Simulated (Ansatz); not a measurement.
# Sn chain started as a zigzag: period, moment and channels by functional, part 3 of 4

Aim: how far do the period, the moment and the conductance of the Sn chain started as a zigzag depend on the functional, the datasets and spin-orbit coupling, and at what cost?

Ansatz 0.2.0; DFT PBE, plane waves, PAW; relaxation of a chain's period (the session's first sound run).

So far, conductance of the lead as this run defines it (G₀): step 3 (the wire at its relaxed period, level PBE, cutoff 420 eV) 2.00; step 5 (r2SCAN, another cell, cutoff 500 eV) 2.00.

## (6) Relaxing the period

This step: DFT RPBE, plane waves, PAW; relaxation of a chain's period (Ansatz 0.2.0).

The relaxation is repeated under another functional. RPBE strengthens the exchange enhancement and tends to longer, weaker bonds than PBE.

The input, input.yaml:

```yaml
crystal:
  lattice:
    - [9.0, 0.0, 0.0]
    - [0.0, 7.5, 0.0]
    - [0.0, 0.0, 4.6637291855]
  atoms:
    - { symbol: Sn, position: [0.431118089, 0.5, 0.0], spin: 0.5 }
    - { symbol: Sn, position: [0.568881911, 0.5, 0.5], spin: 0.5 }
magnetization:
  spin_polarized: true
kpoints:
  mp_grid: { grid: [1, 1, 18] }
scf:
  occupations: { method: fermi_dirac, width: 0.05 }
hamiltonian:
  xc: rpbe
relax:
  cell: { fix: [a, b, alpha, beta, gamma] }
  max_steps: 60
```

Run with:

```
ansatz run input.yaml --threads 4 --pin off --max-ram 8192MiB --backend cpu --events-out ev --progress --plain --runs-dir out
```

Numbers of over 12 decimals in the logs are rounded to 6 here.

Log:

```text
[...]
Crystal: 2 atoms, lattice volume = 314.802 Å³
Basis set: ecut = 420 eV, 6133 PW (Γ), exchange–correlation on 128×108×64 points (8 copies of the dense FFT grid, shifted against one another)
Bands: 19, of which v1, the nominal top of the filled ones, is band 14 counted from 1 (13 counted from 0)
Symmetry: 8 space group operations
[...]
0.000000       0.246440      -0.000000
        0.000000      -0.000000      -0.046233
  P = ⅓ Tr σ = 0.0959 GPa (0.959 kbar)
--- Relaxed structure (4 steps of the walk, 4 accepted, 1 SCFs on fresh bases) ---
[...]
cell:  # Å, volume = 316.2876 Å³
    - [9.0, 0, 0]
    - [0, 7.5, 0]
    - [0, 0, 4.685742]
  atoms:
    - { symbol: Sn, position: [0.416282, 0.5, 0] }
    - { symbol: Sn, position: [0.583718, 0.5, 0.5] }
[key lines of the parts left out:]
SCF converged after 5 iterations
Magnetization: 0.0000 μB (14.0000 up, 14.0000 down)
Free energy (F): -12063.770363 eV
Fermi energy:    -1.558100 eV
```

It took 11 s on 4 threads of Arm Neoverse V1, shared host; peak memory 0.61 GiB; 42 s of CPU time.

Relaxation path:

| step | energy less that of the first step (eV) | largest force component (eV/Å) | pressure (GPa) | volume (Å³) |
| --- | --- | --- | --- | --- |
| 1 | 0.0000 | 1.1438 | 0.87 | 314.80 |
| 2 | -0.1293 | 0.5033 | -0.19 | 316.21 |
| 3 | -0.1625 | 0.0147 | 0.07 | 317.13 |
| 4 | -0.1630 | 0.0009 | 0.10 | 316.29 |
| 5* | -0.1630 | 0.0009 | 0.10 | 316.29 |

Relaxation steps marked * repeat the geometry before them on a plane-wave basis chosen anew for their cell, so energy and pressure can jump there.

The run keeps the 8 symmetry operations that it works with, so distortions that break them were not tested.

| cell as run | before | after | change |
| --- | --- | --- | --- |
| c (Å) | 4.664 | 4.686 | +0.5 % |

The atoms that moved most (Å, along periodic axes as changes of fractional coordinates times the final cell, across vacuum about the mean position):

| atom | dx | dy | dz | length |
| --- | --- | --- | --- | --- |
| Sn1 | -0.134 | 0.000 | 0.000 | 0.134 |
| Sn2 | 0.134 | 0.000 | 0.000 | 0.134 |

Final coordinates:

```cif
data_structure
_symmetry_space_group_name_H-M 'P 1'
_symmetry_Int_Tables_number 1
_cell_length_a 9.0000
_cell_length_b 7.5000
_cell_length_c 4.6857
_cell_angle_alpha 90.000
_cell_angle_beta 90.000
_cell_angle_gamma 90.000
_cell_volume 316.29
loop_
_atom_site_label
_atom_site_type_symbol
_atom_site_fract_x
_atom_site_fract_y
_atom_site_fract_z
_atom_site_occupancy
Sn1 Sn 0.41628 0.50000 0.00000 1
Sn2 Sn 0.58372 0.50000 0.50000 1
```

The cell's length comes to 4.686 Å, +1.3 % against the first run, with no moment.

The cell grew by 0.5 % in its periodic edges. First to last step the energy falls by 0.163 eV, across changes of basis; the largest move, 0.13 Å, is that of Sn1 and 1 other atom alike.

## (7) The perfect wire, level RPBE, cutoff 420 eV

This step: DFT RPBE, plane waves, PAW; channels and complex bands of a perfect chain (Ansatz 0.2.0).

The channels are counted again under RPBE, at the period that it gave.

The input, input.yaml:

```yaml
crystal:
  lattice:
    - [9.0, 0.0, 0.0]
    - [0.0, 7.5, 0.0]
    - [0.0, 0.0, 4.6857424369]
  atoms:
    - { symbol: Sn, position: [0.416281977, 0.5, 0.0] }
    - { symbol: Sn, position: [0.583718023, 0.5, 0.5] }
kpoints:
  mp_grid: { grid: [1, 1, 18] }
  band_path: { path: ["Γ", Z], npoints: 60 }
scf:
  occupations: { method: fermi_dirac, width: 0.05 }
hamiltonian:
  xc: rpbe
output:
  transmission:
    e_range: [-2, 2]
    de: 0.035
    kmesh: [1, 1]
    reduced_basis: true
    leads: [[0, 0]]
  dos: { projected: true, e_range: [-6, 4] }
```

Log:

```text
[...]
Crystal: 2 atoms, lattice volume = 316.288 Å³
Basis set: ecut = 420 eV, 6169 PW (Γ)
Bands: 18, of which v1, the nominal top of the filled ones, is band 14 counted from 1 (13 counted from 0)
Symmetry: 8 space group operations
[...]
k-points: 10 of 18
[...]
k-point 9: bands = [... 10 lower, -8.2635, -8.2635, -2.3032, -2.3032, -0.8453, -0.8453, 2.3118, 2.3118]
--- Transmission ---
  basis      : 595 plane waves across, 6 finite elements along
  points     : 1, standing for a mesh of 1 x 1
[...]
crystal 0  : Sn2, at the sites [0, 0], period 4.6857 Å: whole cells are its period
[...]
filled         : 1.2 meV over the level at which it is neutral
    channels       : 2.000000e0 a spin
[...]
[key lines of the parts left out:]
SCF converged after 6 iterations
Free energy (F): -12063.770349 eV
Fermi energy:    -1.557947 eV
```

Wall time 23 s (4 threads); peak memory 0.66 GiB; 82 s of CPU time.

Table of open channels of the lead, one spin by energy, zero at the Fermi level:

| energy (eV) | open channels of the lead, one spin |
| --- | --- |
| -1.615 | 0 |
| -1.510 | 2 |
| -1.405 | 2 |
| -1.300 | 2 |
| -1.195 | 2 |
| -1.090 | 2 |
| -0.985 | 2 |
| -0.915 | 1 |
| -0.810 | 2 |
| -0.705 | 2 |
| -0.600 | 2 |
| -0.495 | 2 |
| -0.390 | 2 |
| -0.285 | 2 |
| -0.215 | 2 |
| -0.110 | 2 |
| -0.005 | 2 |
| 0.100 | 2 |
| 0.205 | 2 |
| 0.310 | 2 |
| 0.415 | 2 |
| 0.485 | 2 |
| 0.590 | 2 |
| 0.695 | 2 |
| 0.800 | 2 |
| 0.905 | 2 |
| 1.010 | 1 |
| 1.115 | 1 |
| 1.185 | 1 |
| 1.290 | 1 |
| 1.395 | 1 |
| 1.500 | 1 |
| 1.605 | 2 |
| 1.710 | 2 |
| 1.815 | 2 |
| 1.885 | 2 |

At the computed energy nearest the Fermi level there are 2 channels a spin, and the thermal average gives 2.00 G₀.

## (8) Relaxation of atoms and period

This step: DFT LDA, plane waves, PAW; relaxation of a chain's period (Ansatz 0.2.0).

The relaxation is repeated under another functional. LDA has no gradient terms and tends to overbind, so it marks the short end of the likely bond lengths.

The input, input.yaml:

```yaml
crystal:
  lattice:
    - [9.0, 0.0, 0.0]
    - [0.0, 7.5, 0.0]
    - [0.0, 0.0, 4.6637291855]
  atoms:
    - { symbol: Sn, position: [0.431118089, 0.5, 0.0], spin: 0.5 }
    - { symbol: Sn, position: [0.568881911, 0.5, 0.5], spin: 0.5 }
magnetization:
  spin_polarized: true
kpoints:
  mp_grid: { grid: [1, 1, 18] }
scf:
  occupations: { method: fermi_dirac, width: 0.05 }
hamiltonian:
  xc: lda
relax:
  cell: { fix: [a, b, alpha, beta, gamma] }
  max_steps: 60
```

Log:

```text
[...]
Crystal: 2 atoms, lattice volume = 314.802 Å³
Basis set: ecut = 420 eV, 6133 PW (Γ)
Bands: 19, of which v1, the nominal top of the filled ones, is band 14 counted from 1 (13 counted from 0)
Symmetry: 8 space group operations
[...]
k-points: 10 of 18
[...]
Starting moments: Σ|m| = 1 μB on 2 of 2 sites
[...]
0.000000       0.230466       0.000000
        0.000000       0.000000       0.012690
  P = ⅓ Tr σ = 0.1062 GPa (1.062 kbar)
--- Relaxed structure (5 steps of the walk, 5 accepted, 1 SCFs on fresh bases) ---
[...]
cell:  # Å, volume = 304.5270 Å³
    - [9.0, 0, 0]
    - [0, 7.5, 0]
    - [0, 0, 4.511511]
  atoms:
    - { symbol: Sn, position: [0.419066, 0.5, 0.0] }
    - { symbol: Sn, position: [0.580934, 0.5, 0.5] }
[key lines of the parts left out:]
SCF converged after 5 iterations
Magnetization: -0.0000 μB (14.0000 up, 14.0000 down)
Free energy (F): -11756.365568 eV
Fermi energy:    -1.842101 eV
```

Run time: 11 s. Hardware: 4 threads; peak memory 0.57 GiB.

Relaxation path:

| step | energy less that of the first step (eV) | largest force component (eV/Å) | pressure (GPa) | volume (Å³) |
| --- | --- | --- | --- | --- |
| 1 | 0.0000 | 0.5678 | 0.25 | 314.80 |
| 2 | -0.0184 | 0.6286 | -0.32 | 307.19 |
| 3 | -0.0596 | 0.0368 | 0.05 | 307.98 |
| 4 | -0.0614 | 0.0022 | 0.14 | 302.82 |
| 5 | -0.0620 | 0.0004 | 0.11 | 304.53 |
| 6* | -0.0617 | 0.0007 | 0.11 | 304.53 |

Relaxation steps marked * repeat the geometry before them on a plane-wave basis chosen anew for their cell, so energy and pressure can jump there.

The run keeps the 8 symmetry operations that it works with, so distortions that break them were not tested.

| cell as run | before | after | change |
| --- | --- | --- | --- |
| c (Å) | 4.664 | 4.512 | -3.3 % |

The atoms that moved most (Å, along periodic axes as changes of fractional coordinates times the final cell, across vacuum about the mean position):

| atom | dx | dy | dz | length |
| --- | --- | --- | --- | --- |
| Sn1 | -0.108 | 0.000 | 0.000 | 0.108 |
| Sn2 | 0.108 | 0.000 | 0.000 | 0.108 |

Final coordinates:

```xyz
2
Lattice="9.0000 0.0000 0.0000 0.0000 7.5000 0.0000 0.0000 0.0000 4.5115" Properties=species:S:1:pos:R:3
Sn    3.7716    3.7500    0.0000
Sn    5.2284    3.7500    2.2558
```

The cell's length comes to 4.512 Å, -2.4 % against the first run, with no moment.

The cell shrank by 3.3 % in its periodic edges. First to last step the energy falls by 0.062 eV, across changes of basis; the largest move, 0.11 Å, is that of Sn1 and 1 other atom alike.

## (9) Bands of the perfect wire, level LDA, cutoff 420 eV

This step: DFT LDA, plane waves, PAW; channels and complex bands of a perfect chain (Ansatz 0.2.0).

The channels are counted again under LDA, at the period that it gave.

The input, input.yaml:

```yaml
crystal:
  lattice:
    - [9.0, 0.0, 0.0]
    - [0.0, 7.5, 0.0]
    - [0.0, 0.0, 4.511511225]
  atoms:
    - { symbol: Sn, position: [0.419065563, 0.5, 0.0] }
    - { symbol: Sn, position: [0.580934437, 0.5, 0.5] }
kpoints:
  mp_grid: { grid: [1, 1, 18] }
  band_path: { path: ["Γ", Z], npoints: 60 }
scf:
  occupations: { method: fermi_dirac, width: 0.05 }
hamiltonian:
  xc: lda
output:
  transmission:
    e_range: [-2, 2]
    de: 0.035
    kmesh: [1, 1]
    reduced_basis: true
    leads: [[0, 0]]
  dos: { projected: true, e_range: [-6, 4] }
```

Log:

```text
[...]
Crystal: 2 atoms, lattice volume = 304.527 Å³
Basis set: ecut = 420 eV, 5965 PW (Γ)
Bands: 18, of which v1, the nominal top of the filled ones, is band 14 counted from 1 (13 counted from 0)
Symmetry: 8 space group operations
[...]
k-points: 10 of 18
[...]
k-point 9: bands = [... 10 lower, -8.7477, -8.7477, -2.5928, -2.5928, -1.1059, -1.1059, 2.3953, 2.3953]
--- Transmission ---
  basis      : 595 plane waves across, 6 finite elements along
  points     : 1, standing for a mesh of 1 x 1
[...]
crystal 0  : Sn2, at the sites [0, 0], period 4.5115 Å: whole cells are its period
[...]
filled         : 3.9 meV under the level at which it is neutral
    channels       : 2.000000e0 a spin
[...]
[key lines of the parts left out:]
SCF converged after 6 iterations
Free energy (F): -11756.365568 eV
Fermi energy:    -1.842141 eV
```

Elapsed: 28 s, on 4 threads; peak memory 0.68 GiB; 98 s of CPU time.

The open channels of the lead, one spin by energy, zero at the Fermi level:

energy (eV), open channels of the lead, one spin and a bar:
```
   -1.790       0.00 
   -1.615       2.00 ####################
   -1.405       2.00 ####################
   -1.195       2.00 ####################
   -0.985       3.00 ##############################
   -0.810       2.00 ####################
   -0.600       2.00 ####################
   -0.390       2.00 ####################
   -0.215       2.00 ####################
   -0.005       2.00 ####################
    0.205       2.00 ####################
    0.415       2.00 ####################
    0.590       2.00 ####################
    0.800       2.00 ####################
    1.010       2.00 ####################
    1.185       1.00 ##########
    1.395       1.00 ##########
    1.605       1.00 ##########
    1.815       2.00 ####################
```

At the computed energy nearest the Fermi level there are 2 channels a spin, and the thermal average gives 2.00 G₀.

## (10) Comparing the runs

Times are for 4 threads of Arm Neoverse V1, shared host. Results by setting:

| no. | level | conductance of the lead as this run defines it (G₀) | time | memory (GiB) |
| --- | --- | --- | --- | --- |
| 1 | PBE | 2.000 | 23 s | 0.67 |
| 2 | r2SCAN | 2.000 | 25 s | 1.1 |
| 3 | RPBE | 2.000 | 23 s | 0.66 |
| 4 | LDA | 2.000 | 28 s | 0.68 |

## (11) Relaxation of atoms and period, cutoff 979.61 eV

This step: DFT PBE, plane waves, norm-conserving; relaxation of a chain's period (Ansatz 0.2.0).

The same functional on other atomic datasets tests how far the result hangs on the treatment of the cores. Against the first PBE run of this kind, the cutoff is 979.61 eV against 420.

The input, input.yaml:

```yaml
crystal:
  lattice:
    - [9.0, 0.0, 0.0]
    - [0.0, 7.5, 0.0]
    - [0.0, 0.0, 4.6637291855]
  atoms:
    - { symbol: Sn, position: [0.431118089, 0.5, 0.0], spin: 0.5 }
    - { symbol: Sn, position: [0.568881911, 0.5, 0.5], spin: 0.5 }
magnetization:
  spin_polarized: true
kpoints:
  mp_grid: { grid: [1, 1, 18] }
scf:
  occupations: { method: fermi_dirac, width: 0.05 }
hamiltonian:
  xc: pbe
  pseudopotentials: { kind: nc, accuracy: standard }
relax:
  cell: { fix: [a, b, alpha, beta, gamma] }
  max_steps: 60
```

Log:

```text
[...]
Crystal: 2 atoms, lattice volume = 314.802 Å³
Basis set: ecut = 979.609905 eV, 21897 PW (Γ), exchange–correlation on 192×160×96 points (8 copies of the dense FFT grid, shifted against one another)
Bands: 19, of which v1, the nominal top of the filled ones, is band 14 counted from 1 (13 counted from 0)
Symmetry: 8 space group operations
[...]
0.000000       0.238604       0.000000
        0.000000       0.000000      -0.001044
  P = ⅓ Tr σ = 0.1066 GPa (1.066 kbar)
--- Relaxed structure (5 steps of the walk, 5 accepted, 1 SCFs on fresh bases) ---
[...]
cell:  # Å, volume = 312.2050 Å³
    - [9.0, 0, 0]
    - [0, 7.5, 0]
    - [0, 0, 4.625259]
  atoms:
    - { symbol: Sn, position: [0.416649, 0.5, 0.0] }
    - { symbol: Sn, position: [0.583351, 0.5, 0.5] }
[key lines of the parts left out:]
SCF converged after 5 iterations
Magnetization: 0.0000 μB (14.0000 up, 14.0000 down)
Free energy (F): -4288.404709 eV
Fermi energy:    -1.580542 eV
```

Wall time 46 s (4 threads); peak memory 1.3 GiB; 2.9 min of CPU time.

The cell's length comes to 4.625 Å, +0.0 % against the first run, with no moment.

## (12) Relaxation of atoms and period

This step: DFT PBE, plane waves, PAW; relaxation of a chain's period (Ansatz 0.2.0).

No moment formed, so a run without spin should agree; this checks it and saves time.

input.yaml, the sections that differ from step 11:

```yaml
crystal:
  lattice:
    - [9.0, 0.0, 0.0]
    - [0.0, 7.5, 0.0]
    - [0.0, 0.0, 4.6637291855]
  atoms:
    - { symbol: Sn, position: [0.431118089, 0.5, 0.0] }
    - { symbol: Sn, position: [0.568881911, 0.5, 0.5] }
hamiltonian:
  xc: pbe
# kpoints, scf, relax: as in step 11
# magnetization: removed
```

Log:

```text
[...]
Crystal: 2 atoms, lattice volume = 314.802 Å³
Basis set: ecut = 420 eV, 6133 PW (Γ), exchange–correlation on 128×108×64 points (8 copies of the dense FFT grid, shifted against one another)
Bands: 18, of which v1, the nominal top of the filled ones, is band 14 counted from 1 (13 counted from 0)
Symmetry: 8 space group operations
[...]
k-points: 10 of 18
[...]
0.082153       0.000000       0.000000
        0.000000       0.238881       0.000000
        0.000000       0.000000       0.001156
  P = ⅓ Tr σ = 0.1074 GPa (1.074 kbar)
--- Relaxed structure (5 steps of the walk, 5 accepted, 1 SCFs on fresh bases) ---
[...]
cell:  # Å, volume = 312.0898 Å³
    - [9.0, 0, 0]
    - [0, 7.5, 0]
    - [0, 0, 4.623553]
  atoms:
    - { symbol: Sn, position: [0.416674, 0.5, 0.0] }
    - { symbol: Sn, position: [0.583326, 0.5, 0.5] }
[key lines of the parts left out:]
SCF converged after 4 iterations
Free energy (F): -12046.300963 eV
Fermi energy:    -1.633088 eV
```

Wall time 5.3 s (4 threads); peak memory 0.54 GiB; 19 s of CPU time.

The cell's length comes to 4.624 Å, -0.0 % against the first run, with spin left out.

## (13) The series together

Times are for 4 threads of Arm Neoverse V1, shared host. Results by setting:

| no. | level | cell length along the wire (Å) | time | memory (GiB) |
| --- | --- | --- | --- | --- |
| 1 | PBE | 4.624 | 13 s | 0.6 |
| 2 | r2SCAN | 4.577 | 55 s | 1.3 |
| 3 | RPBE | 4.686 | 11 s | 0.61 |
| 4 | LDA | 4.512 | 11 s | 0.57 |
| 5 | PBE, NC files | 4.625 | 46 s | 1.3 |
| 6 | PBE, no spin | 4.624 | 5.3 s | 0.54 |

(Continued in part 4 of 4.)

[Logs are printed without paths, hosts, clocks, repeated set-up lines and the standing remarks that a program may print on its own settings, such as how far it seeks lower states.]

[Hosts, paths, dates, database ids (printed as entryN), source tags and the programs' standing remarks are cut or masked in the printed files.]
